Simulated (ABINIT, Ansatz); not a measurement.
# Quasiparticle gap of Rb2Pd (Fm-3m) in ABINIT, part 2 of 3

How does a plane-wave GW calculation on Rb2Pd (Fm-3m) run from the first input to the gap?

ABINIT 10.8.3; PBEsol and many-body steps on it, plane waves. Known limits of the many-body steps: not at the basis limit; no spin polarisation; d states lean on the start; no spin-orbit coupling; coarse k mesh.

So far. Step 2 (Ground state): The gap is indirect, with the least direct gap 0.03 eV higher.

In doubt: a PseudoDojo file used here is known to give poor structures and forces, which bears on pressures, cells, forces and phonons.

### Step 3. Bands along the symmetry lines

Level of this step: DFT, PBEsol, plane waves, norm-conserving pseudopotentials (ABINIT).

Levels along a band path, at the cheap level, show where the edges lie and whether the meshes to come will hold them.

run.abi

```
acell 3*1.0 Angstrom
rprim 
  -0.000000000000 4.123218000000 4.123218000000
  4.123218000000 0.000000000000 4.123218000000
  4.123218000000 4.123218000000 0.000000000000
ntypat 2
znucl 37 46
natom 3
typat 1 1 2
xred 
  0.250000000000 0.250000000000 0.250000000000
  0.750000000000 0.750000000000 0.750000000000
  0.000000000000 0.000000000000 0.000000000000
pp_dirpath "pseudos"
pseudos "Rb.upf, Pd.upf"
ecut 37
iscf -2
irdden 1
kptopt 0
nkpt 50
kpt 
  0.00000000 0.00000000 0.00000000
  0.06250000 0.00000000 0.06250000
  0.12500000 0.00000000 0.12500000
  0.18750000 0.00000000 0.18750000
  0.25000000 0.00000000 0.25000000
  0.31250000 0.00000000 0.31250000
  0.37500000 0.00000000 0.37500000
  0.43750000 0.00000000 0.43750000
  0.50000000 0.00000000 0.50000000
  0.51562500 0.03125000 0.51562500
  0.53125000 0.06250000 0.53125000
  0.54687500 0.09375000 0.54687500
  0.56250000 0.12500000 0.56250000
  0.57812500 0.15625000 0.57812500
  0.59375000 0.18750000 0.59375000
  0.60937500 0.21875000 0.60937500
  0.62500000 0.25000000 0.62500000
  0.37500000 0.37500000 0.75000000
  0.32812500 0.32812500 0.65625000
  0.28125000 0.28125000 0.56250000
  0.23437500 0.23437500 0.46875000
  0.18750000 0.18750000 0.37500000
  0.14062500 0.14062500 0.28125000
  0.09375000 0.09375000 0.18750000
  0.04687500 0.04687500 0.09375000
  0.00000000 0.00000000 0.00000000
  0.06250000 0.06250000 0.06250000
  0.12500000 0.12500000 0.12500000
  0.18750000 0.18750000 0.18750000
  0.25000000 0.25000000 0.25000000
  0.31250000 0.31250000 0.31250000
  0.37500000 0.37500000 0.37500000
  0.43750000 0.43750000 0.43750000
  0.50000000 0.50000000 0.50000000
  0.50000000 0.46875000 0.53125000
  0.50000000 0.43750000 0.56250000
  0.50000000 0.40625000 0.59375000
  0.50000000 0.37500000 0.62500000
  0.50000000 0.34375000 0.65625000
  0.50000000 0.31250000 0.68750000
  0.50000000 0.28125000 0.71875000
  0.50000000 0.25000000 0.75000000
  0.50000000 0.21875000 0.71875000
  0.50000000 0.18750000 0.68750000
  0.50000000 0.15625000 0.65625000
  0.50000000 0.12500000 0.62500000
  0.50000000 0.09375000 0.59375000
  0.50000000 0.06250000 0.56250000
  0.50000000 0.03125000 0.53125000
  0.50000000 0.00000000 0.50000000
istwfk *1
nband 25
nbdbuf 2
tolwfr 1e-08
nstep 40
prtwf 0
prtvol 0
indata_prefix "in"
outdata_prefix "out"
tmpdata_prefix "tmp"
```

Run with:

```bash
$ OMP_NUM_THREADS=1 mpirun -n 4 abinit run.abi > log
```

Numbers of over 12 decimals in the logs are rounded to 6 here.

Log:

```text
.Version 10.8.3 of ABINIT. v10.8.2 released Aug 2026.

 Symmetries : space group Fm -3 m (#225); Bravais cF (face-center cubic)
[... echo of the input left out ...]
== DATASET  1 ==================================================================
-   mpi_nproc: 4, omp_nthreads: 1 (-1 if OMP is not activated)

--- !DatasetInfo
iteration_state: {dtset: 1, }
dimensions: {natom: 3, nkpt: 50, mband: 25, nsppol: 1, nspinor: 1, nspden: 1, mpw: 10206, }
cutoff_energies: {ecut:  37.0, pawecutdg:  -1.0, }
electrons: {nelect:   3.60000000E+01, charge:   0.00000000E+00, occopt:   1.00000000E+00, tsmear:   1.00000000E-02, }

 Real(R)+Recip(G) space primitive vectors, cartesian coordinates (Bohr,Bohr^-1):
 R(1)=  0.0000000  7.7917528  7.7917528  G(1)= -0.0641704  0.0641704  0.0641704
 R(2)=  7.7917528  0.0000000  7.7917528  G(2)=  0.0641704 -0.0641704  0.0641704
 R(3)=  7.7917528  7.7917528  0.0000000  G(3)=  0.0641704  0.0641704 -0.0641704
 Unit cell volume ucvol=  9.4609662E+02 bohr^3
 Angles (23,13,12)=  6.00000000E+01  6.00000000E+01  6.00000000E+01 degrees

 getcut: wavevector=  0.0000  0.0000  0.0000  ngfft=  64  64  64
         ecut(hartree)=     37.000   => boxcut(ratio)=   2.12111

--- Pseudopotential description ------------------------------------------------
- Rb Generated using ONCVPSP code by D. R. Hamann
- 37.00000   9.00000  180301                  znucl, zion, pspdat
12 -116133 2 -1 2280                          pspcod,pspxc,lmax,lloc,mmax
     nproj     2     2     2
  pspatm : epsatm=   34.48401057
         --- l  ekb(1:nproj) -->
             0    8.196957   -0.477221
             1    3.231347   -0.378736
             2   -1.047201    0.996637
 pspatm: atomic psp has been read  and splines computed

- Pd Generated using ONCVPSP code by D. R. Hamann
- 46.00000  18.00000  180301                  znucl, zion, pspdat
12 -116133 2 -1 1238                          pspcod,pspxc,lmax,lloc,mmax
     nproj     2     2     2
  pspatm : epsatm=   26.17260746
         --- l  ekb(1:nproj) -->
[...]
pspatm: atomic psp has been read  and splines computed

--------------------------------------------------------------------------------

================================================================================
 prteigrs : about to open file out_EIG
 Non-SCF case, kpt    1 (  0.00000  0.00000  0.00000), residuals and eigenvalues=
  5.67E-09  2.59E-09  3.09E-09  7.30E-09  2.67E-09  2.78E-09  2.34E-09  8.52E-09
  7.91E-09  1.68E-09  3.17E-09  8.70E-09  5.17E-09  3.65E-09  2.43E-09  3.85E-09
  5.59E-09  9.95E-09  4.60E-09  3.96E-09  8.16E-09  6.52E-09  5.54E-09  6.20E-09
  5.04E-05
 -2.9640E+00 -1.7073E+00 -1.7073E+00 -1.7073E+00 -9.5528E-01 -9.5319E-01
 -3.7537E-01 -3.7537E-01 -3.7537E-01 -3.6607E-01 -3.6607E-01 -3.6607E-01
 -1.7772E-02  2.6965E-02  2.6965E-02  3.0845E-02  3.0845E-02  3.0845E-02
[...]
3.2545E-01
[...]
7.76E-04
[...]
Non-SCF case, kpt    3 (  0.12500  0.00000  0.12500), residuals and eigenvalues=
[...]
Non-SCF case, kpt   49 (  0.50000  0.03125  0.53125), residuals and eigenvalues=
[...]
Non-SCF case, kpt   50 (  0.50000  0.00000  0.50000), residuals and eigenvalues=
[...]
2.3962E-02  2.4632E-02  2.9784E-02  2.9784E-02  3.1011E-02  4.9074E-02
  8.1768E-02  1.3998E-01  1.7752E-01  1.7752E-01  1.9969E-01  2.1375E-01
[...]
--- !ResultsGS
iteration_state: {dtset: 1, }
comment   : Summary of ground state results
lattice_vectors:
- [ -0.0000000,   7.7917528,   7.7917528, ]
- [  7.7917528,   0.0000000,   7.7917528, ]
- [  7.7917528,   7.7917528,   0.0000000, ]
lattice_lengths: [  11.01920,   11.01920,   11.01920, ]
lattice_angles: [ 60.000,  60.000,  60.000, ] # degrees, (23, 13, 12)
lattice_volume:   9.4609662E+02
convergence: {deltae:  0.000E+00, res2:  0.000E+00, residm:  9.988E-09, diffor:  0.000E+00, }
etotal    :  -1.88924591E+02
entropy   :   0.00000000E+00
fermie    :   4.92146730E-02
cartesian_stress_tensor: null
pressure_GPa: null
xred      :
- [  2.5000E-01,   2.5000E-01,   2.5000E-01, Rb]
- [  7.5000E-01,   7.5000E-01,   7.5000E-01, Rb]
- [  0.0000E+00,   0.0000E+00,   0.0000E+00, Pd]
cartesian_forces: null
force_length_stats: {min: null, max: null, mean: null, }

 Integrated electronic density in atomic spheres:
 ------------------------------------------------
 Atom  Sphere_radius  Integrated_density
[...]
================================================================================

 ----iterations are completed or convergence reached----

 Mean square residual over all n,k,spin=   51.481E-10; max=  99.880E-10
 reduced coordinates (array xred) for    3 atoms
[...]
0.750000000000      0.750000000000      0.750000000000
       0.000000000000      0.000000000000      0.000000000000

 cartesian coordinates (angstrom) at end:
    1      2.061609     2.061609     2.061609
    2      6.184827     6.184827     6.184827
    3      0.000000     0.000000     0.000000
 length scales=  1.889726125908  1.889726125908  1.889726125908 bohr
              =  1.000000000000  1.000000000000  1.000000000000 angstroms
 prteigrs : about to open file out_EIG
 Eigenvalues (hartree) for nkpt=  50  k points:
 kpt#   1, nband= 25, wtk=  1.00000, kpt=  0.0000  0.0000  0.0000 (reduced coord)
[...]
kpt#   2, nband= 25, wtk=  1.00000, kpt=  0.0625  0.0000  0.0625 (reduced coord)
[...]
kpt#   3, nband= 25, wtk=  1.00000, kpt=  0.1250  0.0000  0.1250 (reduced coord)
[...]
kpt#  49, nband= 25, wtk=  1.00000, kpt=  0.5000  0.0313  0.5313 (reduced coord)
[...]
0.26175
 kpt#  50, nband= 25, wtk=  1.00000, kpt=  0.5000  0.0000  0.5000 (reduced coord)
[...]
-0.37699   -0.36497   -0.36497   -0.36373    0.02396    0.02463    0.02978    0.02978
   0.03101    0.04907    0.08177    0.13998    0.17752    0.17752    0.19969    0.21375
   0.26154

== END DATASET(S) ==============================================================
================================================================================

 -outvars: echo values of variables after computation  --------
            nband          25
             nkpt          50
          spgroup         225
 [... the other variables as echoed above ...]

 Calculation completed.
```

The job ended after 47 s (4 MPI ranks of Arm Neoverse V2, shared host; peak memory 0.56 GiB; 3.1 min of CPU time).

This step gave:

```yaml
gap: 0.8553 eV
k_of_the_valence_top: 0.5, 0.25, 0.75
k_of_the_conduction_bottom: 0.5, 0.5, 0.5
least_direct_gap: 0.8898 eV
```

The gap is 0.855 eV, as in the run before at this level.

Electronic bands along the path, in eV, zero at the top of the highest filled band:

```
    point  band 15  band 16  band 17  band 18  band 19  band 20  band 21  band 22
        Γ    -0.61    -0.50    -0.50    -0.50     2.51     2.51     2.51     4.22
  halfway    -0.58    -0.55    -0.52    -0.52     1.60     2.97     2.97     3.70
        X    -0.53    -0.53    -0.50     0.00     0.89     2.47     3.49     3.49
  halfway    -0.55    -0.53    -0.50     0.00     1.02     2.38     3.15     3.49
        U    -0.58    -0.53    -0.52    -0.04     1.37     1.99     3.06     3.46
jump to K    -0.58    -0.53    -0.52    -0.04     1.37     1.99     3.06     3.46
  halfway    -0.58    -0.57    -0.52    -0.51     1.63     2.68     2.97     4.10
        Γ    -0.61    -0.50    -0.50    -0.50     2.51     2.51     2.51     4.22
  halfway    -0.58    -0.54    -0.51    -0.51     1.70     2.84     2.84     4.31
        L    -0.56    -0.53    -0.53    -0.33     0.86     3.25     3.25     4.56
  halfway    -0.58    -0.54    -0.53    -0.21     1.21     2.43     3.10     3.67
        W    -0.62    -0.53    -0.53     0.00     1.82     1.82     2.30     3.92
  halfway    -0.57    -0.53    -0.51     0.00     1.15     2.38     2.73     3.69
        X    -0.53    -0.53    -0.50     0.00     0.89     2.47     3.49     3.49
```

### Step 4. Empty states on the mesh, 2×2×2 mesh, 269 bands

The sums over transitions need many empty states on a uniform mesh; this step solves for them.

run.abi

```
acell 3*1.0 Angstrom
rprim 
  -0.000000000000 4.123218000000 4.123218000000
  4.123218000000 0.000000000000 4.123218000000
  4.123218000000 4.123218000000 0.000000000000
ntypat 2
znucl 37 46
natom 3
typat 1 1 2
xred 
  0.250000000000 0.250000000000 0.250000000000
  0.750000000000 0.750000000000 0.750000000000
  0.000000000000 0.000000000000 0.000000000000
pp_dirpath "pseudos"
pseudos "Rb.upf, Pd.upf"
ecut 37
ngkpt 2 2 2
nshiftk 1
shiftk 0 0 0
kptopt 1
chksymbreak 0
iscf -2
irdden 1
istwfk *1
nband 269
nbdbuf 24
tolwfr 1e-09
nstep 60
prtvol 0
indata_prefix "in"
outdata_prefix "out"
tmpdata_prefix "tmp"
```

Log:

```text
.Version 10.8.3 of ABINIT. v10.8.2 released Aug 2026.

 Symmetries : space group Fm -3 m (#225); Bravais cF (face-center cubic)
[... echo of the input left out ...]
== DATASET  1 ==================================================================
-   mpi_nproc: 4, omp_nthreads: 1 (-1 if OMP is not activated)
-    --> not optimal distribution: autoparal keyword recommended in input file <--

--- !DatasetInfo
iteration_state: {dtset: 1, }
dimensions: {natom: 3, nkpt: 3, mband: 269, nsppol: 1, nspinor: 1, nspden: 1, mpw: 10200, }
cutoff_energies: {ecut:  37.0, pawecutdg:  -1.0, }
electrons: {nelect:   3.60000000E+01, charge:   0.00000000E+00, occopt:   1.00000000E+00, tsmear:   1.00000000E-02, }

 Real(R)+Recip(G) space primitive vectors, cartesian coordinates (Bohr,Bohr^-1):
 R(1)=  0.0000000  7.7917528  7.7917528  G(1)= -0.0641704  0.0641704  0.0641704
 R(2)=  7.7917528  0.0000000  7.7917528  G(2)=  0.0641704 -0.0641704  0.0641704
 R(3)=  7.7917528  7.7917528  0.0000000  G(3)=  0.0641704  0.0641704 -0.0641704
 Unit cell volume ucvol=  9.4609662E+02 bohr^3
 Angles (23,13,12)=  6.00000000E+01  6.00000000E+01  6.00000000E+01 degrees

 getcut: wavevector=  0.0000  0.0000  0.0000  ngfft=  64  64  64
         ecut(hartree)=     37.000   => boxcut(ratio)=   2.12111

--- Pseudopotential description ------------------------------------------------
- Rb Generated using ONCVPSP code by D. R. Hamann
- 37.00000   9.00000  180301                  znucl, zion, pspdat
12 -116133 2 -1 2280                          pspcod,pspxc,lmax,lloc,mmax
     nproj     2     2     2
  pspatm : epsatm=   34.48401057
         --- l  ekb(1:nproj) -->
             0    8.196957   -0.477221
             1    3.231347   -0.378736
             2   -1.047201    0.996637
 pspatm: atomic psp has been read  and splines computed

- Pd Generated using ONCVPSP code by D. R. Hamann
- 46.00000  18.00000  180301                  znucl, zion, pspdat
12 -116133 2 -1 1238                          pspcod,pspxc,lmax,lloc,mmax
     nproj     2     2     2
  pspatm : epsatm=   26.17260746
         --- l  ekb(1:nproj) -->
[...]
pspatm: atomic psp has been read  and splines computed

--------------------------------------------------------------------------------

================================================================================
 prteigrs : about to open file out_EIG
 Non-SCF case, kpt    1 (  0.00000  0.00000  0.00000), residuals and eigenvalues=
  7.71E-10  2.64E-10  4.33E-10  8.99E-10  8.71E-11  9.58E-11  9.12E-11  1.06E-10
  1.22E-10  1.13E-10  9.70E-11  9.60E-11  4.88E-10  1.63E-10  7.49E-10  1.73E-10
  1.72E-10  1.84E-10  3.16E-10  4.43E-10  6.88E-10  2.37E-11  3.90E-11  4.79E-10
[...]
3.33E-09  5.10E-10  7.28E-09  8.76E-08  7.09E-07
 -2.9640E+00 -1.7073E+00 -1.7073E+00 -1.7073E+00 -9.5528E-01 -9.5319E-01
 -3.7537E-01 -3.7537E-01 -3.7537E-01 -3.6607E-01 -3.6607E-01 -3.6607E-01
 -1.7772E-02  2.6965E-02  2.6965E-02  3.0845E-02  3.0845E-02  3.0845E-02
[...]
2.7955E+00  2.7955E+00  2.8002E+00  2.8002E+00  2.8002E+00  2.8022E+00
  2.8022E+00  2.8022E+00  2.8036E+00  2.8036E+00  2.8075E+00  2.8075E+00
  2.8075E+00  2.8104E+00  2.8104E+00  2.9086E+00  2.9086E+00
 prteigrs : prtvol=0 or 1, do not print more k-points.

--- !ResultsGS
iteration_state: {dtset: 1, }
comment   : Summary of ground state results
lattice_vectors:
- [ -0.0000000,   7.7917528,   7.7917528, ]
- [  7.7917528,   0.0000000,   7.7917528, ]
- [  7.7917528,   7.7917528,   0.0000000, ]
lattice_lengths: [  11.01920,   11.01920,   11.01920, ]
lattice_angles: [ 60.000,  60.000,  60.000, ] # degrees, (23, 13, 12)
lattice_volume:   9.4609662E+02
convergence: {deltae:  0.000E+00, res2:  0.000E+00, residm:  9.978E-10, diffor:  0.000E+00, }
etotal    :  -1.88924591E+02
entropy   :   0.00000000E+00
fermie    :   4.92146730E-02
cartesian_stress_tensor: null
pressure_GPa: null
xred      :
- [  2.5000E-01,   2.5000E-01,   2.5000E-01, Rb]
- [  7.5000E-01,   7.5000E-01,   7.5000E-01, Rb]
- [  0.0000E+00,   0.0000E+00,   0.0000E+00, Pd]
cartesian_forces: null
force_length_stats: {min: null, max: null, mean: null, }

 Integrated electronic density in atomic spheres:
 ------------------------------------------------
 Atom  Sphere_radius  Integrated_density
[...]
================================================================================

 ----iterations are completed or convergence reached----

 Mean square residual over all n,k,spin=   36.873E-11; max=  99.782E-11
 reduced coordinates (array xred) for    3 atoms
[...]
0.750000000000      0.750000000000      0.750000000000
       0.000000000000      0.000000000000      0.000000000000

 cartesian coordinates (angstrom) at end:
    1      2.061609     2.061609     2.061609
    2      6.184827     6.184827     6.184827
    3      0.000000     0.000000     0.000000
 length scales=  1.889726125908  1.889726125908  1.889726125908 bohr
              =  1.000000000000  1.000000000000  1.000000000000 angstroms
 prteigrs : about to open file out_EIG
 Eigenvalues (hartree) for nkpt=   3  k points:
 kpt#   1, nband=269, wtk=  0.12500, kpt=  0.0000  0.0000  0.0000 (reduced coord)
[...]
2.79378    2.79378    2.79479    2.79555    2.79555    2.79555    2.80016    2.80016
   2.80016    2.80216    2.80216    2.80216    2.80364    2.80364    2.80747    2.80747
   2.80747    2.81044    2.81044    2.90859    2.90859
 prteigrs : prtvol=0 or 1, do not print more k-points.

== END DATASET(S) ==============================================================
================================================================================

 -outvars: echo values of variables after computation  --------
            nband         269
             nkpt           3
          spgroup         225
 [... the other variables as echoed above ...]

 Calculation completed.
```

Elapsed: 1.9 min, on 4 MPI ranks; peak memory 0.52 GiB; 7.4 min of CPU time.

This step gave:

```
gap                                                           : 0.8591 eV
k of the valence top                                          : 0.5, 0.5, 0
k of the conduction bottom                                    : 0.5, 0, 0
least direct gap                                              : 0.8898 eV
k points computed                                             : 3
lowest point of the top converged band, above the valence top : 74.2993 eV
```

On this mesh the gap is 0.859 eV.

### Step 5. Screening, 2×2×2 mesh, 245 bands, screening to 176.9 eV

The RPA dielectric matrix is built and inverted for each q.

This step: RPA screening on PBEsol, plane waves, norm-conserving pseudopotentials.

run.abi: that of step 4 with these lines changed.

```diff
@@ -21,10 +21,11 @@
 chksymbreak 0
-iscf -2
-irdden 1
 istwfk *1
-nband 269
-nbdbuf 24
-tolwfr 1e-09
-nstep 60
-prtvol 0
+occopt 1
+irdwfk 1
+optdriver 3
+nband 245
+ecuteps 6.5
+inclvkb 2
+awtr 1
+symchi 1
 indata_prefix "in"
```

Log:

```text
.Version 10.8.3 of ABINIT. v10.8.2 released Aug 2026.

 Symmetries : space group Fm -3 m (#225); Bravais cF (face-center cubic)
[... echo of the input left out ...]
== DATASET  1 ==================================================================
-   mpi_nproc: 4, omp_nthreads: 1 (-1 if OMP is not activated)

--- !DatasetInfo
iteration_state: {dtset: 1, }
dimensions: {natom: 3, nkpt: 3, mband: 245, nsppol: 1, nspinor: 1, nspden: 1, mpw: 10200, }
cutoff_energies: {ecut:  37.0, pawecutdg:  -1.0, }
electrons: {nelect:   3.60000000E+01, charge:   0.00000000E+00, occopt:   1.00000000E+00, tsmear:   1.00000000E-02, }

 SCREENING: Calculation of the susceptibility and dielectric matrices

 Based on a program developped by R.W. Godby, V. Olevano, G. Onida, and L. Reining.
 Incorporated in ABINIT by V. Olevano, G.-M. Rignanese, and M. Torrent.
.Using double precision arithmetic ; gwpc =  8

[... cell and pseudopotentials left out ...]
--------------------------------------------------------------------------------

 ==== K-mesh for the wavefunctions ====
 Number of points in the irreducible wedge :     3
[... list of points left out ...]
 Together with 48 symmetry operations and time-reversal symmetry
 yields     8 points in the full Brillouin Zone.

 ==== Q-mesh for the screening function ====
 Number of points in the irreducible wedge :     3
[... list of points left out ...]
 Together with 48 symmetry operations and time-reversal symmetry
 yields     8 points in the full Brillouin Zone.

 setmesh: FFT mesh size selected  =    45x   45x   45
          total number of points  =        91125

 vcoul_init : cutoff-mode = AUXILIARY_FUNCTION
 q-points for optical limit:   1
     1)      0.000010    0.000020    0.000030

- screening: taking advantage of time-reversal symmetry
- Maximum band index for partially occupied states nbvw = 18
- Remaining bands to be divided among processors   nbcw = 227
- Number of bands treated by each node ~56

 Number of electrons calculated from density =   36.0000; Expected =   36.0000
 average of density, n =  0.038051
 r_s =    1.8444
 omega_plasma =   18.8165 [eV]

 calculating chi0 at frequencies [eV] :
  1    0.000000E+00    0.000000E+00
  2    0.000000E+00    1.881651E+01

--------------------------------------------------------------------------------
  q-point number  1        q = ( 0.000000, 0.000000, 0.000000) [r.l.u.]
--------------------------------------------------------------------------------
[... chi0 elements left out ...]
 For q-point:  0.000010 0.000020 0.000030
  dielectric constant =  21.9070
  dielectric constant without local fields =  32.0485

  Average fulfillment of the sum rule on Im[epsilon] for q-point    1 :     76.69  [%]
[... wings left out ...]
  q-point number  2        q = ( 0.500000, 0.000000, 0.000000) [r.l.u.]
--------------------------------------------------------------------------------
[... chi0 elements left out ...]
  Average fulfillment of the sum rule on Im[epsilon] for q-point    2 :     81.07  [%]

 [... 1 further q-points ...]
```

It took 38 s on 4 MPI ranks; peak memory 2.1 GiB; 2.5 min of CPU time.

This step gave:

```yaml
eps_infinity_with_local_fields_on_this_mesh_along_the_program_s_q_direction: 21.91
the_same_without_local_fields: 32.05
plasma_frequency: 18.82 eV
plane_waves_in_the_screening_matrix: 725
```

Local fields lower ε∞ by 32 %. On a Γ-centred mesh this coarse the value itself is usually too large, while a short band sum pulls it down.

(Continued in part 3 of 3.)

[Paths, hosts, dates, memory and timing lines, banners, echoed tables and standing remarks are left out of the program output.]

[Logs are printed without paths, hosts, clocks, repeated set-up lines and the standing remarks that a program may print on its own settings, such as how far it seeks lower states.]

[Runs of the session that timed out or met a known fault of the program may be left out.]

[Hosts, paths, dates, database ids (printed as entryN), source tags and the programs' standing remarks are cut or masked in the printed files.]

[G0W0 gaps are taken among the corrected bands and points alone; a level outside them can change the order at an edge.]

[Where Ansatz stands beside ABINIT at settings called matched, ABINIT's density can come from a denser mesh and the files from another edition; pairs whose starting gaps differed by over 0.03 eV were left out, so agreement reads better than it is.]
